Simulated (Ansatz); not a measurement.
# Starting-point dependence of the GW gap of Ta2O5 (P2/m), part 2 of 2

Aim: G0W0 for Ta2O5 (P2/m) on several starting functionals, at one mesh, band count and screening cutoff.

Ansatz 0.2.0; G0W0 on several functionals, plane waves, PAW. Known limits of the many-body steps: not at the basis limit; no spin-orbit coupling; coarse k mesh.

So far. Step 2 (G0W0 on LDA): The gap on the mesh goes from 2.11 eV to 3.48 eV, a correction of +1.38 eV. Between the two edge states, bare exchange in place of the xc potential would open the gap by 10.67 eV, and correlation takes back 9.29 eV. Step 3 (G0W0 on HSE06): Against the run with 4×4×2 mesh, 219 empty bands, screening to 100 eV, PAW set soft_1 files on LDA, the gap moves by +0.47 eV, while the start moved by +1.56 eV.

In doubt: masses and optical values from hybrid runs of this build are listed as unsure (steps 3, 4, 5), which bears on the screening that GW takes from such a start.

### Step 4. G0W0 on PBE0

This step: G0W0 on PBE0, plane waves, PAW; PAW set soft_1.

input.yaml

```yaml
crystal:
  lattice:
    - [3.8414080139, 0.0, 0.0]
    - [0.0, 3.86271575, 0.0]
    - [-1.8189421445, 0.0, 6.5289594201]
  atoms:
    - { symbol: Ta, position: [0.64953073, 0.0, 0.79131453] }
    - { symbol: Ta, position: [0.35046927, 0.0, 0.20868547] }
    - { symbol: O, position: [0.6621243, 0.5, 0.79832929] }
    - { symbol: O, position: [0.3378757, 0.5, 0.20167071] }
    - { symbol: O, position: [0.18976057, 0.0, 0.87062125] }
    - { symbol: O, position: [0.81023943, 0.0, 0.12937875] }
    - { symbol: O, position: [0.5, 0.0, 0.5] }
kpoints:
  mp_grid: { grid: [4, 4, 2] }
hamiltonian:
  xc: pbe0
  pseudopotentials: { kind: paw, azcp: { folder: soft_1 } }
scf:
  occupations: { method: fixed }
gw:
  n_empty_bands: 219
  ecut_chi: 100
  qp_bands: [v2, c2]
  qp_kpoints: band_edges
  screening: { model: contour_deformation }
```

On the command line:

```
$ ansatz run input.yaml --threads 2 --pin off --max-ram 92160MiB --backend cuda --events-out ev --progress --plain --runs-dir out --devices 1 --max-vram 13GiB
```

Numbers of over 12 decimals in the logs are rounded to 6 here.

Output:

```text
GPUs: using 1 of 1 available (devices: 1).
[...]
GPU FFT provider: cuFFT
GPU libraries: cuBLAS 13.8.2, cuFFT 12.4.0, cuSOLVER 12.3.4
Crystal: 7 atoms, lattice volume = 96.878 Å³
Basis set: ecut = 420 eV, 1913 PW (Γ)
Bands: 35, of which v1, the nominal top of the filled ones, is band 28 counted from 1 (27 counted from 0)
Symmetry: 4 space group operations
[...]
k-points: 18 of 32
[...]
1    29      9.9737   -12.6657    -4.0913   -17.1298  0.8384    10.3475    10.3466  root
     1    30     10.4991   -13.0362    -4.2692   -17.7064  0.8339    10.9012    10.9000  root
[...]
17    27      5.4227   -26.3259     4.3145   -22.6003  0.7850     6.0084     6.0116  root
    17    28      5.5564   -26.5054     4.3215   -22.7895  0.7849     6.1586     6.1620  root
    17    29     11.0633   -13.0925    -4.3877   -17.9245  0.8279    11.5092    11.5076  root
    17    30     13.0915   -14.7540    -4.6563   -19.9954  0.8045    13.6804    13.6766  root
[key lines of the parts left out:]
Free energy (F): -22706.969360 eV
Fermi energy:    5.556434 eV
```

Run time: 80 s. Hardware: 1 × NVIDIA H100 80GB HBM3 (shared by 6 runs) with 2 threads of AMD EPYC 7R13 (Zen 3), shared host; peak memory 1.6 GiB; 88 s of CPU time.

Numbers from this step:

| Property | Result |
| --- | --- |
| bands summed | 247 |
| RPA ε∞ on this mesh (eigenvalues) | 3.431, 3.471, 4.547 |
| plane waves in the screening matrix | 221 |
| G0W0 gap on the mesh | 4.185 eV |
| k of the valence top | -0.5, -0.5, -0.5 |
| k of the conduction bottom | 0, 0, -0.5 |
| starting gap on the mesh | 4.417 eV |
| least direct G0W0 gap on the computed points | 4.904 eV |

Against the run with 4×4×2 mesh, 219 empty bands, screening to 100 eV, PAW set soft_1 files on HSE06, the gap moves by +0.23 eV, while the start moved by +0.76 eV.

### Step 5. G0W0 on Hartree-Fock

This step: G0W0 on Hartree-Fock, plane waves, PAW; PAW set soft_1.

Changes to input.yaml since step 4:

```diff
@@ -16,3 +16,3 @@
 hamiltonian:
-  xc: pbe0
+  xc: hf
   pseudopotentials: { kind: paw, azcp: { folder: soft_1 } }
```

Output:

```text
GPUs: using 1 of 1 available (devices: 1).
[...]
GPU FFT provider: cuFFT
GPU libraries: cuBLAS 13.8.2, cuFFT 12.4.0, cuSOLVER 12.3.4
Crystal: 7 atoms, lattice volume = 96.878 Å³
Basis set: ecut = 420 eV, 1913 PW (Γ)
Bands: 35, of which v1, the nominal top of the filled ones, is band 28 counted from 1 (27 counted from 0)
Symmetry: 4 space group operations
[...]
k-points: 18 of 32
[...]
1    29     14.2382   -11.4361    -3.1673   -11.4638  0.9082    11.1188    11.0985  root
     1    30     14.7108   -11.7895    -3.0874   -11.8162  0.9068    11.6696    11.6501  root
[...]
17    27      1.9368   -26.4658     3.2009   -26.4520  0.8771     5.0954     5.1239  root
    17    28      2.0961   -26.6288     3.2100   -26.6150  0.8769     5.2636     5.2922  root
    17    29     15.4252   -11.8246    -3.2318   -11.8467  0.9043    12.2390    12.2155  root
    17    30     17.8731   -13.5768    -3.3233   -13.5837  0.8932    14.5861    14.5568  root
[key lines of the parts left out:]
Free energy (F): -22420.730566 eV
Fermi energy:    2.096053 eV
```

Elapsed: 1.7 min, on 1 × NVIDIA H100 80GB HBM3 (shared by 6 runs) with 2 threads; peak memory 1.7 GiB; 1.9 min of CPU time.

Numbers from this step:

| Property | Result |
| --- | --- |
| bands summed | 247 |
| RPA ε∞ on this mesh (eigenvalues) | 2.112, 2.151, 2.360 |
| plane waves in the screening matrix | 221 |
| G0W0 gap on the mesh | 5.806 eV |
| k of the valence top | -0.5, -0.5, -0.5 |
| k of the conduction bottom | 0, 0, -0.5 |
| starting gap on the mesh | 12.14 eV |
| least direct G0W0 gap on the computed points | 6.528 eV |

Against the run with 4×4×2 mesh, 219 empty bands, screening to 100 eV, PAW set soft_1 files on PBE0, the gap moves by +1.62 eV, while the start moved by +7.72 eV.

### Step 6. Side by side

All on the 4×4×2 mesh with 219 empty bands and screening to 100 eV. Times are wall times on 1 × NVIDIA H100 80GB HBM3 (shared by 6 runs) with 2 threads of AMD EPYC 7R13 (Zen 3), shared host, good to a factor of about two.

| start | starting gap (eV) | shift (eV) | G0W0 gap (eV) | RPA ε∞ (harmonic mean) | Z (valence, conduction) | time |
| --- | --- | --- | --- | --- | --- | --- |
| LDA | 2.11 | +1.38 | 3.48 | 5.54 | 0.73, 0.79 | 18 s |
| HSE06 | 3.66 | +0.29 | 3.96 | 4.01 | 0.77, 0.83 | 65 s |
| PBE0 | 4.42 | −0.23 | 4.18 | 3.75 | 0.78, 0.84 | 80 s |
| Hartree-Fock | 12.14 | −6.34 | 5.81 | 2.20 | 0.88, 0.91 | 1.7 min |

The parts of the quasiparticle energy at the two band edges (eV; QP = start + Σx + Σc − Vxc):

| run | edge | start | Σx | Σc | Vxc | Z | QP |
| --- | --- | --- | --- | --- | --- | --- | --- |
| LDA | valence top | 6.65 | -26.37 | 4.83 | -21.35 | 0.73 | 6.47 |
| LDA | conduction bottom | 8.76 | -13.11 | -4.46 | -18.77 | 0.79 | 9.95 |
| HSE06 | valence top | 5.95 | -26.50 | 4.46 | -22.38 | 0.77 | 6.29 |
| HSE06 | conduction bottom | 9.61 | -12.69 | -4.20 | -17.53 | 0.83 | 10.25 |
| PBE0 | valence top | 5.56 | -26.51 | 4.32 | -22.79 | 0.78 | 6.16 |
| PBE0 | conduction bottom | 9.97 | -12.67 | -4.09 | -17.13 | 0.84 | 10.35 |
| Hartree-Fock | valence top | 2.10 | -26.63 | 3.21 | -26.61 | 0.88 | 5.29 |
| Hartree-Fock | conduction bottom | 14.24 | -11.44 | -3.17 | -11.46 | 0.91 | 11.10 |

For a hybrid start, Vxc holds its share of exact exchange.

### Step 7. What came out

```json
{
 "G0W0@LDA": "3.48 eV (start 2.11 eV)",
 "G0W0@HSE06": "3.96 eV (start 3.66 eV)",
 "G0W0@PBE0": "4.18 eV (start 4.42 eV)",
 "G0W0@Hartree-Fock": "5.81 eV (start 12.14 eV)",
 "known limits": "not at the basis limit; no spin-orbit coupling; coarse k mesh"
}
```

In words: The starting gaps span 10.04 eV and the G0W0 gaps 2.32 eV. Between LDA and Hartree-Fock, 2.32 eV of the 10.04 eV survives, 23 %. Hartree-Fock screens less than LDA (ε∞ 2.20 against 5.54). Of the 2.32 eV by which its G0W0 gap is higher, the correlation part gives +2.91 eV, and exchange with the one-particle terms, which follow the orbitals, −0.59 eV. On PBE0 and Hartree-Fock the correction is negative: that start lies above its own G0W0 value. The smallest correction, −0.23 eV, is on PBE0, the start nearest to reproducing itself, though another is as near within the errors. Bands and cutoff are finite, so the gap is not at the basis limit. The miss can reach some tenths of an eV and take either sign; the mesh is an error of its own. The 4×4×2 mesh is coarse for this cell (its supercell is 14 Å along the shortest edge). The RPA ε∞ on it, from the LDA start, is 4.80, 4.98 and 7.55; such meshes misread the long-range screening, most where the gap is narrow. The program warns that the mesh is coarse for exact exchange, which bears on the hybrid start's gap. The many-body steps are scalar-relativistic: spin-orbit coupling is not in them.

[Paths, hosts, dates, memory and timing lines, banners, echoed tables and standing remarks are left out of the program output.]

[Logs are printed without paths, hosts, clocks, repeated set-up lines and the standing remarks that a program may print on its own settings, such as how far it seeks lower states.]

[Runs of the session that timed out or met a known fault of the program may be left out.]

[Cells called generated may have been cut or substituted from an entry of the Crystallography Open Database or the Materials Project.]

[Hosts, paths, dates, database ids (printed as entryN), source tags and the programs' standing remarks are cut or masked in the printed files.]
